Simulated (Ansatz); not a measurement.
# How fast states decay through LiHIF, part 2 of 2

Aim: relax a made-up compound, LiHIF, and see how good a tunnel barrier it would be. It is built by putting I for part of the F in the LiHF2 structure of space group R-3m, with the volume rescaled by atomic radii. The parent structure comes from the Materials Project.

Ansatz 0.2.0; LDA DFT, plane waves, PAW files (the session's first sound run).

So far. Step 2 (Cell and atoms at rest): The largest force component on a free atom ends at 0.0016 eV/Å.

The structure was built from a prototype and need not be the compound's stable phase.

## (3) Band edges

The energy window and the wavevectors of the next steps follow from the band edges, so these are searched first, off the mesh as well.

Input file input.yaml:

```yaml
crystal:
  lattice:
    - [2.0333448397, 1.1739521906, 5.6041730034]
    - [-2.0333448397, 1.1739521906, 5.6041730034]
    - [0.0, -2.3479043811, 5.6041730034]
  atoms:
    - { symbol: Li, position: [0.013103798, 0.013103798, 0.013103798] }
    - { symbol: H, position: [0.4731497135, 0.4731497135, 0.4731497135] }
    - { symbol: F, position: [0.4137224012, 0.4137224012, 0.4137224012] }
    - { symbol: I, position: [0.6000240873, 0.6000240873, 0.6000240873] }
kpoints:
  mp_grid: { grid: [8, 8, 8] }
  band_path: { path: [VBM, CBM], npoints: 30 }
scf:
  occupations: { method: fixed }
hamiltonian:
  xc: lda
output:
  eigenvalues: true
  write_potential: true
  write_density: true
  volumetric_format: npy
```

Launch:

```sh
$ ansatz run input.yaml --threads 2 --pin off --max-ram 4096MiB --backend cpu --events-out ev --progress --plain --runs-dir out
```

Numbers of over 12 decimals in the logs are rounded to 6 here.

What it wrote:

```text
[...]
Crystal: 4 atoms, lattice volume = 80.265 Å³
Basis set: ecut = 420 eV, 1555 PW (Γ), FFT grids on a1−a2, a2, −a2+a3
Bands: 18, of which v1, the nominal top of the filled ones, is band 14 counted from 1 (13 counted from 0)
Symmetry: 6 space group operations
[...]
k-points: 65 of 512 (time reversal used)
[...]
SCF iter   1: F=—  HF=-8369.436130 eV  |F-HF|=—  |Δ(HF+E_count)|=         —  Δρ=7.53e-3  dr2=2.87e-2  ethr=1.77e-3  ⟨swp⟩=6.0  Hψ=5440  notcnv=0  defer=125
[...]
SCF iter   7: F=-8369.423446 eV  HF=-8369.423446 eV  |F-HF|=2.16e-10  |Δ(HF+E_count)|=   1.47e-8  Δρ=2.46e-6  dr2=2.65e-9  ethr=3.57e-10  ⟨swp⟩=6.1  Hψ=4744  notcnv=0
SCF 1 converged in 7 iterations: F = -8369.423446 eV  dr2 = 2.65e-9
[...]
NSCF: frozen V_eff on 32 k-points
[...]
SCF converged after 7 iterations
Free energy (F): -8369.423446 eV
[...]
Internal energy: -8369.423446 eV  (E = F + TS)
E sigma→0 (E₀):  -8369.423446 eV
Fermi energy:    2.350350 eV
[...]
--- Band table (eV; the first three rows and the last of 65) ---
  k-point 0: bands = [... 10 lower, -2.5447, 0.6177, 2.3274, 2.3274, 5.1862, 8.0355, 9.9382, 9.9382]
  k-point 1: bands = [... 10 lower, -2.5559, 0.6345, 1.7717, 2.1995, 5.4419, 8.5753, 9.8403, 10.2167]
  k-point 2: bands = [... 10 lower, -2.5830, 0.6172, 0.8191, 1.9201, 6.0456, 8.6983, 9.4232, 10.3693]
  k-point 64: bands = [... 10 lower, -2.5515, -0.2993, 2.3504, 2.3504, 6.8913, 8.2635, 9.1966, 9.8116]
```

Wall time 9.2 s (2 threads of Arm Neoverse V2, shared host); peak memory 0.39 GiB; 18 s of CPU time.

This step gave:

```
Fermi energy        : 2.350 eV
gap on the k-mesh   : 2.836 eV
gap on path         : 2.836 eV, by band count; negative where bands overlap
direct gap on path  : 2.859 eV
edge places on path : 0, 0.5606 1/A along the path
```

Electronic bands along the path, in eV, zero at the Fermi level (highest filled level under fixed occupations); v1 is the highest filled band, c1 the lowest empty one:

| point | v4 | v3 | v2 | v1 | c1 | c2 | c3 | c4 |
| --- | --- | --- | --- | --- | --- | --- | --- | --- |
| VBM | -4.90 | -2.65 | 0.00 | 0.00 | 4.54 | 5.91 | 6.85 | 7.46 |
| halfway | -4.90 | -2.22 | -0.01 | -0.01 | 3.68 | 5.49 | 7.52 | 7.52 |
| CBM | -4.89 | -1.73 | -0.02 | -0.02 | 2.84 | 5.69 | 7.59 | 7.59 |

The electronic bands as a text plot (rows in eV, shown from -4.9 to 7.5 only; labels by their first letter):

```
    7.2 |++++++++++++++
    6.7 |+++++
    6.2 |
    5.7 |++++++++++++++++++++++++++++++++++++++++++++++++++++++++
    5.1 |
    4.6 |++++++++++++
    4.1 |            +++++++++++++
    3.6 |                         ++++++++++
    3.1 |                                   +++++++++++++++++++++
    2.6 |
    2.1 |
    1.5 |
    1.0 |
    0.5 |
    0.0 |********************************************************
   -0.5 |
   -1.0 |
   -1.6 |                                              **********
   -2.1 |                       ***********************
   -2.6 |***********************
   -3.1 |
   -3.6 |
   -4.1 |
   -4.6 |********************************************************
         V                                                      C
```

The searched edges give 2.84 eV, as on the mesh.

## (4) Complex bands

This step: LDA DFT, plane waves, PAW files; complex bands by layer matching along the plane's normal (Ansatz 0.2.0).

The same crystal is laid in a cell whose first two vectors span the (110) plane (indices of the standard conventional cell, whose axes can be ordered otherwise than in the bulk input). At fixed energy and wavevector in the plane the solver finds all kz, real and complex. A few wavevectors are listed, (0, 0) and (-0.5, 0) in units of the plane's reciprocal vectors; the slowest state needn't be among them.

Input file input.yaml:

```yaml
crystal:
  lattice:
    - [6.076134465, 0.0, 0.0]
    - [-2.721790481, 6.496595372, 0.0]
    - [-1.360895241, 3.248297686, 2.03334484]
  atoms:
    - { symbol: Li, position: [0.039311394, 0.013103798, 0.0] }
    - { symbol: H, position: [0.4194491405, 0.4731497135, 0.0] }
    - { symbol: F, position: [0.2411672036, 0.4137224012, 0.0] }
    - { symbol: I, position: [0.8000722619, 0.6000240873, 0.0] }
kpoints:
  mp_grid: { grid: [12, 12, 12] }
scf:
  occupations: { method: fixed }
hamiltonian:
  xc: lda
output:
  eigenvalues: true
  transmission:
    leads: [[0, 0]]
    kpoints: [[0.0, 0.0], [-0.5, 0.0]]
    e_range: [-1.0, 3.84]
    de: 0.08
```

What it wrote:

```text
[...]
Crystal: 4 atoms, lattice volume = 80.265 Å³
Basis set: ecut = 420 eV, 1555 PW (Γ)
Bands: 18, of which v1, the nominal top of the filled ones, is band 14 counted from 1 (13 counted from 0)
Symmetry: 6 space group operations
[...]
k-points: 189 of 1728 (time reversal used)
[...]
SCF iter   1: F=—  HF=-8369.436166 eV  |F-HF|=—  |Δ(HF+E_count)|=         —  Δρ=7.53e-3  dr2=2.88e-2  ethr=1.77e-3  ⟨swp⟩=5.9  Hψ=15813  notcnv=0  defer=367
[...]
SCF iter   7: F=-8369.423506 eV  HF=-8369.423506 eV  |F-HF|=2.66e-10  |Δ(HF+E_count)|=   1.42e-8  Δρ=2.55e-6  dr2=2.77e-9  ethr=3.57e-10  ⟨swp⟩=6.2  Hψ=14229  notcnv=0
SCF 1 converged in 7 iterations: F = -8369.423506 eV  dr2 = 2.77e-9
[...]
transmission: 3 of 6 steps passed
transmission: 6 of 6 steps passed
SCF converged after 7 iterations
Free energy (F): -8369.423506 eV
[...]
Internal energy: -8369.423506 eV  (E = F + TS)
E sigma→0 (E₀):  -8369.423506 eV
Fermi energy:    2.350323 eV
[...]
--- Band table (eV; the first three rows and the last of 189) ---
  k-point 0: bands = [... 10 lower, -2.5446, 0.6177, 2.3274, 2.3274, 5.1862, 8.0355, 9.9382, 9.9382]
  k-point 1: bands = [... 10 lower, -2.5616, 0.6580, 1.6337, 2.1434, 5.4927, 8.7391, 9.7346, 10.3102]
  k-point 2: bands = [... 10 lower, -2.6124, 0.4779, 0.8372, 1.6109, 6.2786, 8.9604, 9.6932, 9.7963]
  k-point 188: bands = [... 10 lower, -2.5515, -0.2993, 2.3503, 2.3503, 6.8913, 8.2635, 9.1966, 9.8116]
--- Transmission ---
  basis      : 349 plane waves across, 3 finite elements along
  points     : 2, as listed
  energies   : 61 from -1.000000 to 3.800000 eV about the Fermi level, 0.080000 eV apart; the leads are filled to 1.417946 eV, and channels, transmission and decay are at 1.400000 eV
  crystal 0  : Li1H1I1F1, at the sites [0, 0], period 2.0333 Å: whole cells are its period
    offset         : up to 0.0000 Å between an atom of the period and one for which it stands
    channels       : 0.000000e0 a spin
    conductance    : none, the energies end too early or step too widely for 300 K: set another output.transmission.e_range or a lower de, or, where they end at an eighth of basis.ecutwfc, a higher one
    slowest decay  : 0.2574 /Å at (0.0000, 0.0000)
```

Elapsed: 1.8 min, on 2 threads; peak memory 1 GiB; 3.5 min of CPU time.

This step gave:

| Quantity | Value |
| --- | --- |
| free energy | -8369.4235 eV |
| level to which the leads are filled | 1.418 eV from the Fermi level |
| decay constant at the filling level, zone centre | 0.2574 Å⁻¹ |
| decay constant at the filling level, slowest listed point | 0.2574 Å⁻¹ |

K parallel (0, 0); values up to 1.5 1/Å, a degenerate pair printed once or twice; energies at which all values exceed this have no row. Im kz of the slowest decaying states against energy, zero at the highest filled level on the SCF mesh:

| energy (eV) | decay 1 (Å⁻¹) | decay 2 (Å⁻¹) | decay 3 (Å⁻¹) | decay 4 (Å⁻¹) |
| --- | --- | --- | --- | --- |
| -1.00 | 0.521 | 0.752 | 1.08 | 1.20 |
| -0.76 | 0.585 | 0.738 | 1.07 | 1.17 |
| -0.52 | 0.130 | 0.628 | 0.721 | 1.06 |
| -0.28 | 0.186 | 0.657 | 0.701 | 1.05 |
| -0.04 | 0.222 | 0.677 | 0.678 | 1.04 |
| 0.20 | 0.125 | 0.249 | 0.289 | 0.646 |
| 0.44 | 0.173 | 0.269 | 0.439 | 0.594 |
| 0.68 | 0.205 | 0.284 | 0.551 | 0.708 |
| 0.92 | 0.228 | 0.295 | 0.580 | 0.710 |
| 1.16 | 0.245 | 0.303 | 0.613 | 0.710 |
| 1.40 | 0.257 | 0.309 | 0.672 | 0.679 |
| 1.64 | 0.265 | 0.313 | 0.572 | 0.702 |
| 1.88 | 0.269 | 0.315 | 0.510 | 0.694 |
| 2.12 | 0.265 | 0.315 | 0.454 | 0.685 |
| 2.36 | 0.249 | 0.313 | 0.399 | 0.674 |
| 2.60 | 0.199 | 0.310 | 0.355 | 0.662 |
| 2.84 | 0.305 | 0.329 | 0.647 | 0.711 |
| 3.08 | 0.298 | 0.315 | 0.631 | 0.703 |
| 3.32 | 0.290 | 0.305 | 0.613 | 0.693 |
| 3.56 | 0.280 | 0.296 | 0.593 | 0.682 |
| 3.80 | 0.268 | 0.285 | 0.571 | 0.662 |

K parallel (-0.5, 0); values up to 1.5 1/Å, a degenerate pair printed once or twice; energies at which all values exceed this have no row. Table of Im kz of the slowest decaying states by energy, zero at the highest filled level on the SCF mesh:

| energy (eV) | decay 1 (Å⁻¹) | decay 2 (Å⁻¹) | decay 3 (Å⁻¹) | decay 4 (Å⁻¹) |
| --- | --- | --- | --- | --- |
| -1.0000 | 0.602 | 0.930 | 0.950 | 1.18 |
| -0.7600 | 0.0346 | 0.650 | 0.918 | 0.938 |
| -0.5200 | 0.147 | 0.680 | 0.907 | 0.925 |
| -0.2800 | 0.197 | 0.700 | 0.897 | 0.909 |
| -0.0400 | 0.230 | 0.713 | 0.888 | 0.888 |
| 0.2800 | 0.138 | 0.261 | 0.323 | 0.721 |
| 0.5200 | 0.181 | 0.278 | 0.453 | 0.723 |
| 0.7600 | 0.211 | 0.290 | 0.599 | 0.720 |
| 1.0000 | 0.233 | 0.300 | 0.679 | 0.718 |
| 1.2400 | 0.249 | 0.306 | 0.692 | 0.712 |
| 1.4800 | 0.262 | 0.311 | 0.701 | 0.703 |
| 1.7200 | 0.271 | 0.313 | 0.693 | 0.705 |
| 1.9600 | 0.277 | 0.313 | 0.681 | 0.706 |
| 2.2800 | 0.281 | 0.311 | 0.662 | 0.703 |
| 2.5200 | 0.281 | 0.307 | 0.645 | 0.699 |
| 2.7600 | 0.279 | 0.301 | 0.626 | 0.693 |
| 3.0000 | 0.275 | 0.293 | 0.606 | 0.667 |
| 3.2400 | 0.267 | 0.283 | 0.582 | 0.635 |
| 3.4800 | 0.257 | 0.270 | 0.557 | 0.599 |
| 3.7200 | 0.242 | 0.254 | 0.528 | 0.558 |

At the listed wavevectors the last open channel is at -0.04 eV and the next at +2.84 eV on the grid. At +1.40 eV, the grid energy nearest the filling level (the middle of the gap on the SCF mesh), the slowest state at the listed wavevectors decays with κ = 0.257 Å⁻¹, its amplitude falling by e over 3.9 Å. Through 1 nm of this crystal that state's transmission falls by exp(−2 × 0.257 Å⁻¹ × 10 Å) = 0.0058.

## (5) Band edges at another level

This step: PBE DFT, plane waves, PAW files (Ansatz 0.2.0).

The edges again with PBE, at the same atoms.

Input file input.yaml:

```yaml
crystal:
  lattice:
    - [2.0333448397, 1.1739521906, 5.6041730034]
    - [-2.0333448397, 1.1739521906, 5.6041730034]
    - [0.0, -2.3479043811, 5.6041730034]
  atoms:
    - { symbol: Li, position: [0.013103798, 0.013103798, 0.013103798] }
    - { symbol: H, position: [0.4731497135, 0.4731497135, 0.4731497135] }
    - { symbol: F, position: [0.4137224012, 0.4137224012, 0.4137224012] }
    - { symbol: I, position: [0.6000240873, 0.6000240873, 0.6000240873] }
kpoints:
  mp_grid: { grid: [8, 8, 8] }
  band_path: { path: [VBM, CBM], npoints: 30 }
scf:
  occupations: { method: fixed }
hamiltonian:
  xc: pbe
output:
  eigenvalues: true
```

What it wrote:

```text
[...]
Crystal: 4 atoms, lattice volume = 80.265 Å³
Basis set: ecut = 420 eV, 1555 PW (Γ), FFT grids on a1−a3, a2−a3, a3
Bands: 18, of which v1, the nominal top of the filled ones, is band 14 counted from 1 (13 counted from 0)
Symmetry: 6 space group operations
[...]
k-points: 65 of 512 (time reversal used)
[...]
SCF iter   1: F=—  HF=-8544.353504 eV  |F-HF|=—  |Δ(HF+E_count)|=         —  Δρ=2.04e-3  dr2=1.91e-3  ethr=1.77e-3  ⟨swp⟩=5.3  Hψ=5596  notcnv=0  defer=124
[...]
SCF iter   7: F=-8544.352687 eV  HF=-8544.352687 eV  |F-HF|=7.97e-9  |Δ(HF+E_count)|=   2.89e-8  Δρ=4.52e-6  dr2=1.04e-8  ethr=3.57e-10  ⟨swp⟩=7.4  Hψ=5261  notcnv=0
SCF 1 converged in 7 iterations: F = -8544.352687 eV  dr2 = 1.04e-8
[...]
SCF converged after 7 iterations
Free energy (F): -8544.352687 eV
[...]
Internal energy: -8544.352687 eV  (E = F + TS)
E sigma→0 (E₀):  -8544.352687 eV
Fermi energy:    2.616572 eV
[...]
--- Band table (eV; the first three rows and the last of 65) ---
  k-point 0: bands = [... 10 lower, -2.2417, 0.9088, 2.5943, 2.5943, 5.7479, 8.4923, 10.3433, 10.3433]
  k-point 1: bands = [... 10 lower, -2.2523, 0.9266, 2.0533, 2.4686, 5.9932, 9.0213, 10.2433, 10.6317]
  k-point 2: bands = [... 10 lower, -2.2780, 0.9170, 1.1057, 2.1934, 6.5840, 9.1144, 9.8885, 10.7978]
  k-point 64: bands = [... 10 lower, -2.2483, 0.0218, 2.6166, 2.6166, 7.4545, 8.7135, 9.6558, 10.2261]
```

Run time: 9.1 s. Hardware: 2 threads; peak memory 0.39 GiB.

Numbers from this step:

| Property | Result |
| --- | --- |
| free energy | -8544.3527 eV |
| Fermi energy | 2.617 eV |
| gap on the k-mesh | 3.131 eV |
| gap on path | 3.131 eV, by band count; negative where bands overlap |
| direct gap on path | 3.154 eV |

Electronic bands along the path, in eV, zero at the Fermi level (highest filled level under fixed occupations); v1 is the highest filled band, c1 the lowest empty one:

| point | v4 | v3 | v2 | v1 | c1 | c2 | c3 | c4 |
| --- | --- | --- | --- | --- | --- | --- | --- | --- |
| VBM | -4.86 | -2.59 | 0.00 | 0.00 | 4.84 | 6.10 | 7.04 | 7.61 |
| halfway | -4.86 | -2.17 | -0.01 | -0.01 | 3.97 | 5.68 | 7.66 | 7.66 |
| CBM | -4.86 | -1.71 | -0.02 | -0.02 | 3.13 | 5.88 | 7.73 | 7.73 |

The electronic bands as a text plot (rows in eV, shown from -4.9 to 7.6 only; labels by their first letter):

```
    7.3 |++++++++++++
    6.8 |+++
    6.3 |+++
    5.8 |   +++++++++++++++++++++++++++++++++++++++++++++++++++++
    5.3 |
    4.8 |++++++++++++++++++
    4.2 |                  +++++++++++
    3.7 |                             +++++++++++
    3.2 |                                        ++++++++++++++++
    2.7 |
    2.2 |
    1.6 |
    1.1 |
    0.6 |
    0.1 |********************************************************
   -0.4 |
   -1.0 |
   -1.5 |                                                 *******
   -2.0 |                       **************************
   -2.5 |***********************
   -3.0 |
   -3.6 |
   -4.1 |
   -4.6 |********************************************************
         V                                                      C
```

The searched edges give 3.13 eV, as on the mesh.

## (6) Complex bands at another level

This step: PBE DFT, plane waves, PAW files; complex bands by layer matching along the plane's normal (Ansatz 0.2.0).

The complex bands at that level, over its own gap, at (0, 0) and (-0.5, 0).

Input file input.yaml:

```yaml
crystal:
  lattice:
    - [6.076134465, 0.0, 0.0]
    - [-2.721790481, 6.496595372, 0.0]
    - [-1.360895241, 3.248297686, 2.03334484]
  atoms:
    - { symbol: Li, position: [0.039311394, 0.013103798, 0.0] }
    - { symbol: H, position: [0.4194491405, 0.4731497135, 0.0] }
    - { symbol: F, position: [0.2411672036, 0.4137224012, 0.0] }
    - { symbol: I, position: [0.8000722619, 0.6000240873, 0.0] }
kpoints:
  mp_grid: { grid: [12, 12, 12] }
scf:
  occupations: { method: fixed }
hamiltonian:
  xc: pbe
output:
  eigenvalues: true
  transmission:
    leads: [[0, 0]]
    kpoints: [[0.0, 0.0], [-0.5, 0.0]]
    e_range: [-1.0, 4.13]
    de: 0.09
```

What it wrote:

```text
[...]
Crystal: 4 atoms, lattice volume = 80.265 Å³
Basis set: ecut = 420 eV, 1555 PW (Γ)
Bands: 18, of which v1, the nominal top of the filled ones, is band 14 counted from 1 (13 counted from 0)
Symmetry: 6 space group operations
[...]
k-points: 189 of 1728 (time reversal used)
[...]
SCF iter   1: F=—  HF=-8544.353605 eV  |F-HF|=—  |Δ(HF+E_count)|=         —  Δρ=2.04e-3  dr2=1.91e-3  ethr=1.77e-3  ⟨swp⟩=5.2  Hψ=16249  notcnv=0  defer=368
[...]
SCF iter   7: F=-8544.352792 eV  HF=-8544.352792 eV  |F-HF|=7.92e-9  |Δ(HF+E_count)|=   2.71e-8  Δρ=4.51e-6  dr2=1.04e-8  ethr=3.57e-10  ⟨swp⟩=7.3  Hψ=15158  notcnv=0
SCF 1 converged in 7 iterations: F = -8544.352792 eV  dr2 = 1.04e-8
[...]
transmission: 3 of 6 steps passed
transmission: 6 of 6 steps passed
SCF converged after 7 iterations
Free energy (F): -8544.352792 eV
[...]
Internal energy: -8544.352792 eV  (E = F + TS)
E sigma→0 (E₀):  -8544.352792 eV
Fermi energy:    2.616560 eV
[...]
--- Band table (eV; the first three rows and the last of 189) ---
  k-point 0: bands = [... 10 lower, -2.2417, 0.9088, 2.5943, 2.5943, 5.7477, 8.4923, 10.3433, 10.3433]
  k-point 1: bands = [... 10 lower, -2.2578, 0.9498, 1.9178, 2.4137, 6.0413, 9.1844, 10.1328, 10.7463]
  k-point 2: bands = [... 10 lower, -2.3059, 0.7810, 1.1208, 1.8909, 6.8079, 9.4107, 10.0895, 10.2968]
  k-point 188: bands = [... 10 lower, -2.2484, 0.0218, 2.6166, 2.6166, 7.4543, 8.7134, 9.6558, 10.2262]
--- Transmission ---
  basis      : 349 plane waves across, 3 finite elements along
  points     : 2, as listed
[...]
crystal 0  : Li1H1I1F1, at the sites [0, 0], period 2.0333 Å: whole cells are its period
[...]
channels       : 0.000000e0 a spin
[...]
slowest decay  : 0.2732 /Å at (-0.5000, 0.0000)
```

Elapsed: 1.7 min, on 2 threads; peak memory 1 GiB; 3.4 min of CPU time.

Numbers from this step:

```
free energy                                               : -8544.3528 eV
level to which the leads are filled                       : 1.566 eV from the Fermi level
decay constant at the filling level, zone centre          : 0.2740 Å⁻¹
decay constant at the filling level, slowest listed point : 0.2732 Å⁻¹
```

K parallel (0, 0); values up to 1.5 1/Å, a degenerate pair printed once or twice; energies at which all values exceed this have no row. Im kz of the slowest decaying states against energy, zero at the highest filled level on the SCF mesh:

| energy (eV) | decay 1 (Å⁻¹) | decay 2 (Å⁻¹) | decay 3 (Å⁻¹) | decay 4 (Å⁻¹) |
| --- | --- | --- | --- | --- |
| -1.00 | 0.520 | 0.775 | 1.09 | 1.21 |
| -0.82 | 0.573 | 0.765 | 1.08 | 1.18 |
| -0.55 | 0.118 | 0.627 | 0.748 | 1.07 |
| -0.37 | 0.168 | 0.652 | 0.735 | 1.07 |
| -0.19 | 0.202 | 0.671 | 0.719 | 1.06 |
| -0.01 | 0.0309 | 0.0674 | 0.228 | 0.686 |
| 0.26 | 0.142 | 0.257 | 0.330 | 0.665 |
| 0.44 | 0.177 | 0.272 | 0.438 | 0.627 |
| 0.62 | 0.202 | 0.284 | 0.560 | 0.715 |
| 0.89 | 0.231 | 0.298 | 0.594 | 0.719 |
| 1.07 | 0.246 | 0.305 | 0.616 | 0.719 |
| 1.25 | 0.257 | 0.310 | 0.641 | 0.718 |
| 1.43 | 0.267 | 0.315 | 0.673 | 0.716 |
| 1.70 | 0.277 | 0.319 | 0.621 | 0.708 |
| 1.88 | 0.281 | 0.320 | 0.574 | 0.705 |
| 2.06 | 0.283 | 0.321 | 0.532 | 0.699 |
| 2.24 | 0.283 | 0.320 | 0.491 | 0.692 |
| 2.51 | 0.274 | 0.318 | 0.428 | 0.680 |
| 2.69 | 0.256 | 0.315 | 0.388 | 0.670 |
| 2.87 | 0.216 | 0.312 | 0.355 | 0.659 |
| 3.14 | 0.305 | 0.328 | 0.642 | 0.706 |
| 3.32 | 0.299 | 0.318 | 0.629 | 0.699 |
| 3.50 | 0.292 | 0.310 | 0.615 | 0.691 |
| 3.68 | 0.284 | 0.302 | 0.600 | 0.682 |
| 3.95 | 0.271 | 0.290 | 0.575 | 0.668 |
| 4.13 | 0.260 | 0.281 | 0.557 | 0.629 |

K parallel (-0.5, 0); values up to 1.5 1/Å, a degenerate pair printed once or twice; energies at which all values exceed this have no row. Table of Im kz of the slowest decaying states by energy, zero at the highest filled level on the SCF mesh:

| energy (eV) | decay 1 (Å⁻¹) | decay 2 (Å⁻¹) | decay 3 (Å⁻¹) | decay 4 (Å⁻¹) |
| --- | --- | --- | --- | --- |
| -1.00 | 0.601 | 0.946 | 0.963 | 1.19 |
| -0.73 | 0.0547 | 0.656 | 0.933 | 0.950 |
| -0.46 | 0.161 | 0.690 | 0.922 | 0.934 |
| -0.19 | 0.212 | 0.711 | 0.912 | 0.915 |
| -0.01 | 0.235 | 0.720 | 0.898 | 0.904 |
| 0.26 | 0.136 | 0.262 | 0.314 | 0.729 |
| 0.53 | 0.186 | 0.282 | 0.462 | 0.732 |
| 0.80 | 0.219 | 0.296 | 0.670 | 0.732 |
| 1.07 | 0.243 | 0.307 | 0.690 | 0.728 |
| 1.34 | 0.260 | 0.314 | 0.703 | 0.721 |
| 1.52 | 0.269 | 0.317 | 0.708 | 0.715 |
| 1.79 | 0.280 | 0.320 | 0.704 | 0.712 |
| 2.06 | 0.286 | 0.320 | 0.691 | 0.713 |
| 2.33 | 0.290 | 0.318 | 0.675 | 0.71 |
| 2.60 | 0.291 | 0.314 | 0.657 | 0.705 |
| 2.87 | 0.289 | 0.308 | 0.637 | 0.697 |
| 3.14 | 0.284 | 0.299 | 0.614 | 0.680 |
| 3.32 | 0.279 | 0.292 | 0.598 | 0.657 |
| 3.59 | 0.269 | 0.279 | 0.570 | 0.618 |
| 3.86 | 0.254 | 0.263 | 0.539 | 0.573 |
| 4.13 | 0.233 | 0.241 | 0.503 | 0.521 |

At the listed wavevectors the last open channel is at -0.01 eV and the next at +3.14 eV on the grid. At +1.61 eV, the grid energy nearest the filling level (the middle of the gap on the SCF mesh), the slowest state at the listed wavevectors decays with κ = 0.273 Å⁻¹, its amplitude falling by e over 3.7 Å; the first such run, plane (110), gave 0.257 Å⁻¹.

## (7) What came out

```yaml
band_gap: 2.84 eV
least_decay_constant_at_mid_gap_normal_to_110: 0.257 Å⁻¹
least_decay_constant_pbe: 0.273 Å⁻¹
```

In words: With LDA, the slowest decay at the wavevectors tried is κ = 0.257 Å⁻¹, normal to (110). Through such a film the transmission near mid-gap falls as exp(−2κd), a factor of ten every 4.5 Å. A free electron under a barrier of half the gap would need a mass of 0.18 mₑ to decay at this rate. With PBE the gap goes from 2.84 to 3.13 eV and the decay constant, over the first 2 listed wavevectors, from 0.257 to 0.273 Å⁻¹. The compound is made up by substitution; its stability against other phases and against distortions of the cell's symmetry was not tested. A semilocal functional narrows gaps, while spin-orbit coupling, left out here, narrows them in compounds of heavy elements, so the error in κ can go either way.

[Logs are printed without paths, hosts, clocks, repeated set-up lines and the standing remarks that a program may print on its own settings, such as how far it seeks lower states.]

[Hosts, paths, dates, database ids (printed as entryN), source tags and the programs' standing remarks are cut or masked in the printed files.]
